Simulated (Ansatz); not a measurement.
**ZnO (zincite, P6_3mc): a volume series of phonon spectra**

Which modes of ZnO (zincite) drive its thermal expansion?

Program: Ansatz 0.2.0. Level of theory: DFT LDA, scalar-relativistic, plane waves, PAW. Results are calculated unless marked as measured.

**Measured values to reproduce.**

“Local structures of polar wurtzites Zn1-xMgxO studied by Raman and 67Zn/25Mg NMR spectroscopies and by total neutron scattering” (2008, arxiv:0808.0492) reports for ZnO, wurtzite, by time-of-flight neutron powder diffraction (polycrystalline, from oxalate precursor, 298 K): lattice constant a (a, Rietveld) 3.24945 ± 1e-05 Å; lattice constant c (c, Rietveld) 5.20574 ± 3e-05 Å.

This is a report of a sequence of runs, with most program output left out.

**1. The structure**

The structure is hexagonal, space group P6_3mc (No. 186). The conventional cell has a = 3.249 Å, b = 3.249 Å, c = 5.206 Å, α = 90.00°, β = 90.00°, γ = 120.00°. Nearest to Zn lie 4 O at 1.97 to 1.98 Å. Nearest to O lie 4 Zn at 1.97 to 1.98 Å. Farther neighbours and most contacts between anions are not listed.

**2. Probe on a coarse mesh**

A cheap single point shows whether the cell is a metal or an insulator and how far it is from rest; that sets the k-mesh and the occupations of what follows.

Contents of input.yaml:

```yaml
crystal:
  lattice:
    - [3.249308, 0.0, 0.0]
    - [-1.624654, 2.8139832727, 0.0]
    - [0.0, 0.0, 5.205709]
  atoms:
    - { symbol: Zn, position: [0.3333333333, 0.6666666667, 0.5] }
    - { symbol: Zn, position: [0.6666666667, 0.3333333333, 0.0] }
    - { symbol: O, position: [0.6666666667, 0.3333333333, 0.37901] }
    - { symbol: O, position: [0.3333333333, 0.6666666667, 0.87901] }
kpoints:
  mp_grid: { grid: [6, 6, 4] }
hamiltonian:
  xc: lda
scf:
  occupations: { method: gaussian, width: 0.1 }
output:
  forces: true
  stress: true
  eigenvalues: true
```

Command:

```
$ ansatz run input.yaml --threads 4 --pin off --max-ram 8192MiB --backend cpu --events-out ev --progress --plain --runs-dir out
```

Elapsed: 1.1 s, on 4 threads of Arm Neoverse V2, shared host; peak memory 0.31 GiB.

A gap read on the k-mesh alone can miss the band edges.

This step gave:

```yaml
pressure: -7.077 GPa
volume_per_atom: 11.90 Å³
gap_on_the_k_mesh: 0.7338 eV
```

Force by atom:

| atom | x (eV/Å) | y (eV/Å) | z (eV/Å) | size |
| --- | --- | --- | --- | --- |
| Zn1 | 0.0000 | 0.0000 | -0.0514 | 0.0514 |
| Zn2 | 0.0000 | 0.0000 | -0.0514 | 0.0514 |
| O3 | 0.0000 | 0.0000 | 0.0513 | 0.0513 |
| O4 | 0.0000 | 0.0000 | 0.0513 | 0.0513 |

The start is under -7.1 GPa at this level and looks like an insulator or semiconductor on this mesh.

**3. Relaxation**

Phonons are second derivatives about a minimum, so cell and atoms are relaxed first, inside the symmetry of the start.

input.yaml, the sections that differ from step 2:

```yaml
kpoints:
  mp_grid: { grid: [9, 9, 6] }
scf:
  occupations: { method: gaussian, width: 0.02 }
relax:
  adjacent_minimum: "off"
  f_tol: 0.005
  max_steps: 80
  cell: { stress_tol: 0.05 }
# crystal, hamiltonian, output: as in step 2
```

Wall time 8.3 s (4 threads); peak memory 0.39 GiB.

The steps of the relaxation:

```
step  energy less that of the first step (eV)  largest force component (eV/Å)  pressure (GPa)  volume (Å³)
   1                                   0.0000                          0.0514           -7.07        47.60
   2                                  -0.0470                          0.0385           -3.42        46.41
   3                                  -0.0644                          0.0020            0.29        45.34
   4                                  -0.0640                          0.0039            0.00        45.42
  5*                                  -0.0537                          0.0037           -0.34        45.42
   6                                  -0.0543                          0.0005           -0.01        45.33
  7*                                  -0.0540                          0.0005           -0.02        45.33
```

Relaxation steps marked * repeat the geometry before them on a plane-wave basis chosen anew for their cell, so energy and pressure can jump there.

The run keeps the 12 symmetry operations that it works with, so distortions that break them were not tested.

| conventional cell, symmetrised | before | after | change |
| --- | --- | --- | --- |
| a (Å) | 3.249 | 3.187 | -1.9 % |
| b (Å) | 3.249 | 3.187 | -1.9 % |
| c (Å) | 5.206 | 5.153 | -1.0 % |
| volume (Å³/atom) | 11.90 | 11.33 | -4.8 % |

The relaxed structure:

```cif
data_structure
_symmetry_space_group_name_H-M 'P 1'
_symmetry_Int_Tables_number 1
_cell_length_a 3.1869
_cell_length_b 3.1869
_cell_length_c 5.1534
_cell_angle_alpha 90.000
_cell_angle_beta 90.000
_cell_angle_gamma 120.000
_cell_volume 45.33
loop_
_atom_site_label
_atom_site_type_symbol
_atom_site_fract_x
_atom_site_fract_y
_atom_site_fract_z
_atom_site_occupancy
Zn1 Zn 0.33333 0.66667 0.50034 1
Zn2 Zn 0.66667 0.33333 0.00034 1
O3 O 0.66667 0.33333 0.37867 1
O4 O 0.33333 0.66667 0.87867 1
```

Numbers from this step:

| Property | Result |
| --- | --- |
| pressure | -0.01847 GPa |
| gap on the k-mesh | 0.8002 eV |
| volume per atom | 11.33 Å³ |

The relaxation ends with a largest force component of 4.8e-4 eV/Å and a pressure of -0.02 GPa.

**4. Tight relaxation**

The thresholds are tightened for a last relaxation ahead of the phonons, and where mesh or smearing change with them the cell follows.

Contents of input.yaml:

```yaml
crystal:
  lattice:
    - [3.1868518998, 0.0, 0.0]
    - [-1.5934259499, 2.7598947034, 0.0]
    - [0.0, 0.0, 5.15341315]
  atoms:
    - { symbol: Zn, position: [0.3333333333, 0.6666666667, 0.5003362553] }
    - { symbol: Zn, position: [0.6666666667, 0.3333333333, 0.0003362553] }
    - { symbol: O, position: [0.6666666667, 0.3333333333, 0.3786737447] }
    - { symbol: O, position: [0.3333333333, 0.6666666667, 0.8786737447] }
kpoints:
  mp_grid: { grid: [9, 9, 6] }
hamiltonian:
  xc: lda
scf:
  occupations: { method: fixed }
output:
  forces: true
  stress: true
  eigenvalues: true
relax:
  adjacent_minimum: "off"
  f_tol: 0.001
  max_steps: 60
  cell: { stress_tol: 0.01 }
```

It took 4.8 s on 4 threads; peak memory 0.39 GiB.

Little changed from the start: no atom moved by 0.005 Å and no cell edge by 0.1 %.

Numbers from this step:

| Quantity | Value |
| --- | --- |
| pressure | -1.11e-4 GPa |
| gap on the k-mesh | 0.8006 eV |

The residual pressure is -1.1e-4 GPa, small enough for phonons.

**5. Phonons, V/V0 1**

Phonons at this volume give one point of F(V, T); meshes stay fixed along the series.

Contents of input.yaml:

```yaml
crystal:
  lattice:
    - [3.186889089, 0.0, 0.0]
    - [-1.5934445445, 2.7599269101, 0.0]
    - [0.0, 0.0, 5.1527079156]
  atoms:
    - { symbol: Zn, position: [0.3333333333, 0.6666666667, 0.5003164212] }
    - { symbol: Zn, position: [0.6666666667, 0.3333333333, 0.0003164212] }
    - { symbol: O, position: [0.6666666667, 0.3333333333, 0.3786935788] }
    - { symbol: O, position: [0.3333333333, 0.6666666667, 0.8786935788] }
kpoints:
  mp_grid: { grid: [9, 9, 6] }
hamiltonian:
  xc: lda
scf:
  occupations: { method: fixed }
output:
  eigenvalues: true
phonons:
  method: dfpt
  dielectric: true
  rigid_motions: translations
  qmesh: [3, 3, 2]
  temperatures: { t_max: 1000, t_step: 50 }
  qpath:
    path:
      - [[0.0, 0.0, 0.0], [0.5, 0.0, 0.0], [0.33333333, 0.33333333, 0.0], [0.0, 0.0, 0.0], [0.0, 0.0, 0.5], [0.5, 0.0, 0.5], [0.33333333, 0.33333333, 0.5], [0.0, 0.0, 0.5]]
      - [[0.5, 0.0, 0.5], [0.5, 0.0, 0.0]]
      - [[0.33333333, 0.33333333, 0.5], [0.33333333, 0.33333333, 0.0]]
    npoints: 10
```

It took 4 min on 4 threads; peak memory 1.3 GiB; 15 min of CPU time.

Numbers from this step:

```
lowest frequency on the path             : 0 cm⁻¹
zero-point energy                        : 0.2405 eV/cell
point group                              : 6mm
highest frequency                        : 561.9 cm⁻¹
Debye temperature from the second moment : 686 K
```

LO-TO term included. Phonon branches along the path, in cm⁻¹:

| point | branch 1 | branch 2 | branch 3 | branch 4 | branch 9 | branch 10 | branch 11 | branch 12 |
| --- | --- | --- | --- | --- | --- | --- | --- | --- |
| Γ | 0 | 0 | 0 | 90 | 441 | 441 | 553 | 558 |
| halfway | 63 | 75 | 108 | 161 | 466 | 499 | 535 | 560 |
| M | 88 | 124 | 142 | 165 | 491 | 505 | 554 | 556 |
| halfway | 116 | 129 | 153 | 167 | 498 | 506 | 543 | 550 |
| K | 140 | 144 | 144 | 180 | 492 | 528 | 528 | 536 |
| halfway | 84 | 86 | 129 | 164 | 475 | 507 | 530 | 557 |
| Γ | 0 | 0 | 0 | 90 | 441 | 441 | 553 | 558 |
| halfway | 39 | 39 | 85 | 85 | 437 | 437 | 553 | 555 |
| A | 68 | 68 | 68 | 68 | 425 | 425 | 556 | 556 |
| halfway | 94 | 94 | 115 | 115 | 460 | 460 | 550 | 550 |
| L | 114 | 114 | 119 | 119 | 470 | 470 | 561 | 561 |
| halfway | 103 | 103 | 145 | 145 | 493 | 493 | 553 | 553 |
| H | 98 | 98 | 164 | 164 | 516 | 516 | 539 | 539 |
| halfway | 110 | 110 | 113 | 113 | 466 | 466 | 549 | 549 |
| A | 68 | 68 | 68 | 68 | 425 | 425 | 556 | 556 |
| jump to L | 114 | 114 | 119 | 119 | 470 | 470 | 561 | 561 |
| halfway | 98 | 113 | 136 | 144 | 485 | 490 | 556 | 561 |
| M | 88 | 124 | 142 | 165 | 491 | 505 | 554 | 556 |
| jump to H | 98 | 98 | 164 | 164 | 516 | 516 | 539 | 539 |
| halfway | 120 | 120 | 148 | 175 | 499 | 531 | 534 | 534 |
| K | 140 | 144 | 144 | 180 | 492 | 528 | 528 | 536 |

The phonon density of states has structure finer than the step of the table below, so its rows give means over 20 cm⁻¹, whole bins alone (the curve runs from 2.5 to 562 cm⁻¹). Peaks (cm⁻¹: height): 102.5: 0.0638, 247.5: 0.0554, 452.5: 0.0772, 552.5: 0.114.

Tetrahedra on 24 24 12, mean over bins of 5 cm⁻¹. The phonon density of states by wavenumber; means over each step:

```
wavenumber (cm⁻¹)  phonon density of states (1/cm⁻¹/cell)
               20                                 0.00102
               40                                 0.00383
               60                                 0.00931
               80                                  0.0228
              100                                  0.0527
              120                                  0.0479
              140                                  0.0389
              160                                  0.0277
              180                                 0.00802
              200                                 0.00669
              220                                  0.0125
              240                                  0.0351
              260                                  0.0330
              280                                  5.7e-4
              300                                       0
              320                                       0
              340                                       0
              360                                       0
              380                                  2.0e-5
              400                                 0.00249
              420                                  0.0148
              440                                  0.0422
              460                                  0.0602
              480                                  0.0426
              500                                  0.0304
              520                                 0.00922
              540                                  0.0457
```

Harmonic. Thermo, by row:

| T (K) | F_vib (meV/atom) | S (J/mol-atom/K) | C_V (J/mol-atom/K) |
| --- | --- | --- | --- |
| 0 | 60.13 | 0 | 0 |
| 50 | 59.87 | 1.809 | 4.017 |
| 100 | 57.8 | 6.231 | 8.971 |
| 150 | 53.42 | 10.62 | 12.85 |
| 200 | 46.83 | 14.77 | 15.97 |
| 250 | 38.17 | 18.59 | 18.24 |
| 300 | 27.62 | 22.07 | 19.83 |
| 350 | 15.36 | 25.21 | 20.95 |
| 400 | 1.54 | 28.07 | 21.76 |
| 450 | -13.68 | 30.66 | 22.36 |
| 500 | -30.2 | 33.04 | 22.8 |
| 550 | -47.9 | 35.23 | 23.15 |
| 600 | -66.69 | 37.26 | 23.42 |
| 650 | -86.49 | 39.14 | 23.63 |
| 700 | -107.2 | 40.9 | 23.8 |
| 750 | -128.9 | 42.55 | 23.94 |
| 800 | -151.3 | 44.1 | 24.06 |
| 850 | -174.6 | 45.56 | 24.16 |
| 900 | -198.5 | 46.94 | 24.24 |
| 950 | -223.2 | 48.26 | 24.31 |
| 1000 | -248.5 | 49.5 | 24.37 |

The modes has structure finer than the step of the table below, so its rows give means over 20 cm⁻¹, whole bins alone (the curve runs from -10 to 589 cm⁻¹). Peaks (cm⁻¹: height): O 453.1: 0.0608, 551.0: 0.0877; Zn 103.0: 0.0504, 249.8: 0.0486, 453.1: 0.00909.

Phonopy on the run's constants, 21x21x11 mesh, Gaussian sigma 4.3 cm⁻¹. Modes against wavenumber; means over each step; values in 1/cm⁻¹/cell:

| wavenumber (cm⁻¹) | O | Zn |
| --- | --- | --- |
| 0 | 1.5e-5 | 6.3e-5 |
| 20 | 2.2e-4 | 9.1e-4 |
| 40 | 7.3e-4 | 0.00325 |
| 60 | 0.00160 | 0.00775 |
| 80 | 0.00355 | 0.0198 |
| 100 | 0.00680 | 0.0449 |
| 120 | 0.00551 | 0.0423 |
| 140 | 0.00382 | 0.0348 |
| 160 | 0.00235 | 0.0250 |
| 180 | 8.9e-4 | 0.00792 |
| 200 | 7.4e-4 | 0.00601 |
| 220 | 9.8e-4 | 0.0116 |
| 240 | 0.00123 | 0.0335 |
| 260 | 4.9e-4 | 0.0320 |
| 280 | 1.3e-5 | 0.00115 |
| 300 | 0 | 0 |
| 320 | 0 | 0 |
| 340 | 0 | 0 |
| 360 | 0 | 0 |
| 380 | 6.0e-5 | 1.4e-5 |
| 400 | 0.00225 | 5.0e-4 |
| 420 | 0.0124 | 0.00254 |
| 440 | 0.0363 | 0.00613 |
| 460 | 0.0519 | 0.00737 |
| 480 | 0.0383 | 0.00432 |
| 500 | 0.0277 | 0.00236 |
| 520 | 0.0101 | 5.5e-4 |
| 540 | 0.0440 | 0.00185 |
| 560 | 0.0480 | 0.00330 |

Born charge (rows field, columns displacement) (e), principal values of the symmetric part by kind of site:

| atom | atoms with these values | low | middle | high | mean |
| --- | --- | --- | --- | --- | --- |
| Zn1 | 2 | 2.08 | 2.08 | 2.14 | 2.10 |
| O3 | 2 | -2.14 | -2.08 | -2.08 | -2.10 |

In full for Zn1:

```
2.08 0.00 0.00
0.00 2.08 0.00
0.00 0.00 2.14
```

ε∞:

```
5.07 0.00 0.00
0.00 5.07 0.00
0.00 0.00 5.12
```

No LO-TO term. The modes at Γ (shares of kinetic energy by element, %):

| mode | frequency (cm⁻¹) | symmetry | Zn % | O % |
| --- | --- | --- | --- | --- |
| 1 | 0.0 | - | 80 | 20 |
| 2 | 0.0 | - | 80 | 20 |
| 3 | 0.0 | - | 80 | 20 |
| 4 | 90.1 | E2 | 85 | 15 |
| 5 | 90.1 | E2 | 85 | 15 |
| 6 | 261.1 | B1 | 98 | 2 |
| 7 | 390.3 | A1 | 20 | 80 |
| 8 | 408.6 | E1 | 20 | 80 |
| 9 | 408.6 | E1 | 20 | 80 |
| 10 | 441.3 | E2 | 15 | 85 |
| 11 | 441.3 | E2 | 15 | 85 |
| 12 | 553.2 | B1 | 2 | 98 |

Displacements in mode 4 (90.1 cm⁻¹), the largest set to 1:
```
Zn1 -1.00  0.00  0.00
Zn2  1.00  0.00  0.00
O3  -0.84  0.00  0.00
O4   0.84  0.00  0.00
```

Displacements in mode 10 (441.3 cm⁻¹), the largest set to 1:
```
Zn1 -0.21  0.00  0.00
Zn2  0.21  0.00  0.00
O3   1.00 -0.02  0.00
O4  -1.00  0.02  0.00
```

No mode is imaginary beyond numerical noise at the solved wavevectors.

**6. A cell at another volume, V/V0 1.015**

The volume is fixed at the new value while shape and atoms relax, so that only the volume differs between members of the series.

The cell differs from the one that the last finished run ended in (a 3.187 → 3.203 Å, b 3.187 → 3.203 Å, c 5.153 → 5.178 Å).

Contents of input.yaml:

```yaml
crystal:
  lattice:
    - [3.2027445196, 0.0, 0.0]
    - [-1.6013722598, 2.7736581158, 0.0]
    - [0.0, 0.0, 5.1783437004]
  atoms:
    - { symbol: Zn, position: [0.3333333333, 0.6666666667, 0.5003164212] }
    - { symbol: Zn, position: [0.6666666667, 0.3333333333, 0.0003164212] }
    - { symbol: O, position: [0.6666666667, 0.3333333333, 0.3786935788] }
    - { symbol: O, position: [0.3333333333, 0.6666666667, 0.8786935788] }
kpoints:
  mp_grid: { grid: [9, 9, 6] }
hamiltonian:
  xc: lda
scf:
  occupations: { method: fixed }
output:
  forces: true
  stress: true
  eigenvalues: true
relax:
  adjacent_minimum: "off"
  f_tol: 0.001
  max_steps: 60
  cell: { stress_tol: 0.01, fix: [volume] }
```

The job ended after 5.3 s (4 threads; peak memory 0.39 GiB; 18 s of CPU time).

Little changed from the start: no atom moved by 0.005 Å and no cell edge by 0.1 %.

**7. Lattice dynamics at this volume, V/V0 1.015**

Contents of input.yaml:

```yaml
crystal:
  lattice:
    - [3.2029726895, 0.0, 0.0]
    - [-1.6014863447, 2.7738557167, 0.0]
    - [0.0, 0.0, 5.1776059483]
  atoms:
    - { symbol: Zn, position: [0.3333333333, 0.6666666667, 0.5002630853] }
    - { symbol: Zn, position: [0.6666666667, 0.3333333333, 0.0002630853] }
    - { symbol: O, position: [0.6666666667, 0.3333333333, 0.3787469147] }
    - { symbol: O, position: [0.3333333333, 0.6666666667, 0.8787469147] }
kpoints:
  mp_grid: { grid: [9, 9, 6] }
hamiltonian:
  xc: lda
scf:
  occupations: { method: fixed }
output:
  eigenvalues: true
phonons:
  method: dfpt
  dielectric: true
  rigid_motions: translations
  qmesh: [3, 3, 2]
  temperatures: { t_max: 1000, t_step: 50 }
  qpath:
    path:
      - [[0.0, 0.0, 0.0], [0.5, 0.0, 0.0], [0.33333333, 0.33333333, 0.0], [0.0, 0.0, 0.0], [0.0, 0.0, 0.5], [0.5, 0.0, 0.5], [0.33333333, 0.33333333, 0.5], [0.0, 0.0, 0.5]]
      - [[0.5, 0.0, 0.5], [0.5, 0.0, 0.0]]
      - [[0.33333333, 0.33333333, 0.5], [0.33333333, 0.33333333, 0.0]]
    npoints: 10
```

Elapsed: 4 min, on 4 threads; peak memory 1.3 GiB.

No mode is imaginary beyond numerical noise at the solved wavevectors. The highest zone-centre mode (no LO–TO term) moved by -2.1 % for a volume change of +1.5 %.

**8. Relaxing at fixed volume, V/V0 0.985**

Each volume of the series is relaxed in shape and positions, since modes respond to internal strain as well.

The cell differs from the one that the last finished run ended in (a 3.203 → 3.171 Å, b 3.203 → 3.171 Å, c 5.178 → 5.127 Å).

Contents of input.yaml:

```yaml
crystal:
  lattice:
    - [3.1708743007, 0.0, 0.0]
    - [-1.5854371503, 2.7460576966, 0.0]
    - [0.0, 0.0, 5.126814474]
  atoms:
    - { symbol: Zn, position: [0.3333333333, 0.6666666667, 0.5003164212] }
    - { symbol: Zn, position: [0.6666666667, 0.3333333333, 0.0003164212] }
    - { symbol: O, position: [0.6666666667, 0.3333333333, 0.3786935788] }
    - { symbol: O, position: [0.3333333333, 0.6666666667, 0.8786935788] }
kpoints:
  mp_grid: { grid: [9, 9, 6] }
hamiltonian:
  xc: lda
scf:
  occupations: { method: fixed }
output:
  forces: true
  stress: true
  eigenvalues: true
relax:
  adjacent_minimum: "off"
  f_tol: 0.001
  max_steps: 60
  cell: { stress_tol: 0.01, fix: [volume] }
```

Elapsed: 2.6 s, on 4 threads; peak memory 0.38 GiB.

Little changed from the start: no atom moved by 0.005 Å and no cell edge by 0.1 %.

**9. Lattice dynamics at this volume, V/V0 0.985**

The same q-mesh and k-mesh are kept at every volume, so that much of their error can cancel in the differences.

input.yaml, the sections that differ from step 8:

```yaml
output:
  eigenvalues: true
phonons:
  method: dfpt
  dielectric: true
  rigid_motions: translations
  qmesh: [3, 3, 2]
  temperatures: { t_max: 1000, t_step: 50 }
  qpath:
    path:
      - [[0.0, 0.0, 0.0], [0.5, 0.0, 0.0], [0.33333333, 0.33333333, 0.0], [0.0, 0.0, 0.0], [0.0, 0.0, 0.5], [0.5, 0.0, 0.5], [0.33333333, 0.33333333, 0.5], [0.0, 0.0, 0.5]]
      - [[0.5, 0.0, 0.5], [0.5, 0.0, 0.0]]
      - [[0.33333333, 0.33333333, 0.5], [0.33333333, 0.33333333, 0.0]]
    npoints: 10
# crystal, kpoints, hamiltonian, scf: as in step 8
# relax: removed
```

It took 4 min on 4 threads; peak memory 1.3 GiB.

No mode is imaginary beyond numerical noise at the solved wavevectors. The highest zone-centre mode (no LO–TO term) moved by +2.1 % for a volume change of -1.5 %.

**10. A cell at another volume, V/V0 1.03**

The cell differs from the one that the last finished run ended in (a 3.171 → 3.218 Å, b 3.171 → 3.218 Å, c 5.127 → 5.204 Å).

Contents of input.yaml:

```yaml
crystal:
  lattice:
    - [3.2184444985, 0.0, 0.0]
    - [-1.6092222492, 2.7872546964, 0.0]
    - [0.0, 0.0, 5.2037281438]
  atoms:
    - { symbol: Zn, position: [0.3333333333, 0.6666666667, 0.5003164212] }
    - { symbol: Zn, position: [0.6666666667, 0.3333333333, 0.0003164212] }
    - { symbol: O, position: [0.6666666667, 0.3333333333, 0.3786935788] }
    - { symbol: O, position: [0.3333333333, 0.6666666667, 0.8786935788] }
kpoints:
  mp_grid: { grid: [9, 9, 6] }
hamiltonian:
  xc: lda
scf:
  occupations: { method: fixed }
output:
  forces: true
  stress: true
  eigenvalues: true
relax:
  adjacent_minimum: "off"
  f_tol: 0.001
  max_steps: 60
  cell: { stress_tol: 0.01, fix: [volume] }
```

Elapsed: 8.1 s, on 4 threads; peak memory 0.39 GiB; 30 s of CPU time.

Little changed from the start: no atom moved by 0.005 Å and no cell edge by 0.1 %.

(Continued in part 2 of 2.)

[Logs are printed without paths, hosts, clocks, repeated set-up lines and the standing remarks that a program may print on its own settings, such as how far it seeks lower states.]

[Hosts, paths, dates, database ids (printed as entryN), source tags and the programs' standing remarks are cut or masked in the printed files.]

[A step with changed settings may run another functional than the one named; its input shows which.]

[Of the runs on displaced cells, only some may be shown.]
